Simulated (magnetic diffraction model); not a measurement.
# Solving a magnetic structure from powder neutron data: CeGa3BW

Space group Pbam (no. 55), a = 6.8920 Å, b = 13.7320 Å, c = 4.2190 Å.

| site | atom | x | y | z |
| --- | --- | --- | --- | --- |
| 4g | W | 0.3663 | 0.9151 | 0 |
| 4g | Ce | 3/8 | 0.6488 | 0 |
| 4h | Ga | 0.2806 | 0.3173 | 1/2 |
| 4h | Ga | 0.5180 | 0.8121 | 1/2 |
| 4h | Ga | 0.3834 | 0.0436 | 1/2 |
| 4h | B | 0.3701 | 0.4716 | 1/2 |

The compound is invented for this exercise: a known structure type with other elements, its cell scaled to their sizes and not relaxed.

Only Ce is taken to order (form factors of Ce3+); orders and moment sizes are assumed, and not adapted to the symmetry. Radiation: neutrons of λ = 2.36 Å (absorption by B left out), 3° to 55°; isotropic B of 0.12 Å² (W), 0.1 Å² (Ce), 0.1 Å² (Ga) and 0.18 Å² (B). The intensities are simulated: I ∝ L Σ (|F_N|² + |F_M⊥|²) for unpolarised neutrons, with F_M = 2.695 fm/μB × Σ f(s) S exp(2πi Q·r) exp(−B s²) at Q = H ± k (one set where k and −k are equivalent), only the part normal to Q counting and L = 1/(sin²θ cos θ). For a modulated order the moment at position r is S exp(−2πi k·r) + c.c., with S = m/2 for a sine wave of amplitude m and S = m(u + iv)/2 for moments turning in a plane, u and v being orthogonal unit vectors in it; the phase factor of the sum at Q = H + k is then exp(2πi H·r). Form factors are spin-only for 3d ions and dipole or tabulated for f ions, scattering lengths are Sears's of 1992, and absorption is left out. A label names one of the reflections at its angle. The strongest nuclear line in the range is 100, and lines under 0.2 are left out.

Above the ordering temperature:

| 2θ (°) | index | I |
| --- | --- | --- |
| 19.79 | (0 2 0) | 3.7 |
| 22.09 | (1 1 0) | 28.8 |
| 28.08 | (1 2 0) | 10.5 |
| 32.48 | (0 0 1) | 100.0 |
| 36.05 | (1 3 0) | 1.4 |
| 39.63 | (1 1 1) | 8.6 |
| 43.46 | (1 2 1) | 10.5 |
| 45.16 | (1 4 0) | 3.5 |
| 49.31 | (1 3 1) | 38.8 |
| 52.48 | (2 0 1) | 0.5 |
| 52.61 | (0 4 1) | 48.0 |
| 53.54 | (2 1 1) | 95.1 |

Below it (cell unchanged):

```
2θ (°)      I
 11.02   27.0
 17.78    4.0
 19.79    3.7
 22.09   28.8
 24.78    4.2
 26.67    1.9
 28.08   10.5
 30.30    0.5
 31.86    2.9
 32.48  100.0
 33.48    1.9
 34.40    4.5
 34.87    3.3
 36.05    1.4
 37.27    1.2
 39.15    1.6
 39.63    8.6
 40.41    0.4
 41.28    2.4
 42.51    1.0
 43.05    0.4
 43.46   10.5
 45.01    0.4
 45.16    3.5
 45.32    1.9
 46.14    2.2
 47.34    1.7
 47.77    0.3
 48.39    2.5
 49.31   38.8
 49.90    0.2
 51.16    1.5
 51.76    1.6
 52.48    0.5
 52.61   48.0
 52.78    0.3
```
(The table stops after 36 lines; 3 more lie at higher angle.)

**Question.** Find the propagation vector, then choose among these models:
A. a sine wave with moments along [100] (amplitudes given), 1.9 μB on Ce; signs + at (3/8, 0.6488, 0), − at (5/8, 0.3512, 0), + at (7/8, 0.8512, 0), − at (1/8, 0.1488, 0)
B. a sine wave with moments along [001] (amplitudes given), 1.9 μB on Ce; signs + at (3/8, 0.6488, 0), − at (5/8, 0.3512, 0), + at (7/8, 0.8512, 0), − at (1/8, 0.1488, 0)
C. moments turning in the plane of [010] and [001], 1.9 μB on Ce; signs + at (3/8, 0.6488, 0), − at (5/8, 0.3512, 0), + at (7/8, 0.8512, 0), − at (1/8, 0.1488, 0)
D. moments turning in the plane of [001] and [100], 1.9 μB on Ce; signs + at (3/8, 0.6488, 0), − at (5/8, 0.3512, 0), + at (7/8, 0.8512, 0), − at (1/8, 0.1488, 0)

The new lines index as (1/4 1 0) at 11.02°, (3/4 1 0) at 17.78°, (3/4 2 0) at 24.78° and (5/4 1 0) at 26.67°, that is as H ± k with k = (1/4 0 0). Satellites come in pairs about each point of the reciprocal lattice.

Magnetic intensity, observed (below minus above) and for each model:

| 2θ (°) | index | observed | A | B | C | D |
| --- | --- | --- | --- | --- | --- | --- |
| 11.02 | (1/4 1 0) | 27.0 | 18.0 | 22.5 | 27.0 | 40.6 |
| 17.78 | (3/4 1 0) | 4.0 | 0.7 | 2.3 | 4.0 | 3.1 |
| 24.78 | (3/4 2 0) | 4.2 | 2.0 | 3.1 | 4.2 | 5.0 |
| 26.67 | (5/4 1 0) | 1.9 | <0.2 | 1.0 | 1.9 | 1.2 |
| 31.86 | (5/4 2 0) | 2.9 | 0.7 | 1.8 | 2.9 | 2.5 |
| 34.40 | (1/4 1 1) | 4.5 | 4.3 | 0.5 | 4.5 | 4.8 |
| 34.87 | (7/4 0 0) | 3.3 | <0.2 | 1.7 | 3.3 | 1.7 |
| 45.32 | (9/4 0 0) | 1.9 | <0.2 | 0.9 | 1.9 | 0.9 |

Model C matches.

The structure used: k = (1/4 0 0), moments turning in the plane of [010] and [001], 1.9 μB on Ce; signs + at (3/8, 0.6488, 0), − at (5/8, 0.3512, 0), + at (7/8, 0.8512, 0), − at (1/8, 0.1488, 0).

[Logs are printed without paths, hosts, clocks, repeated set-up lines and the standing remarks that a program may print on its own settings, such as how far it seeks lower states.]
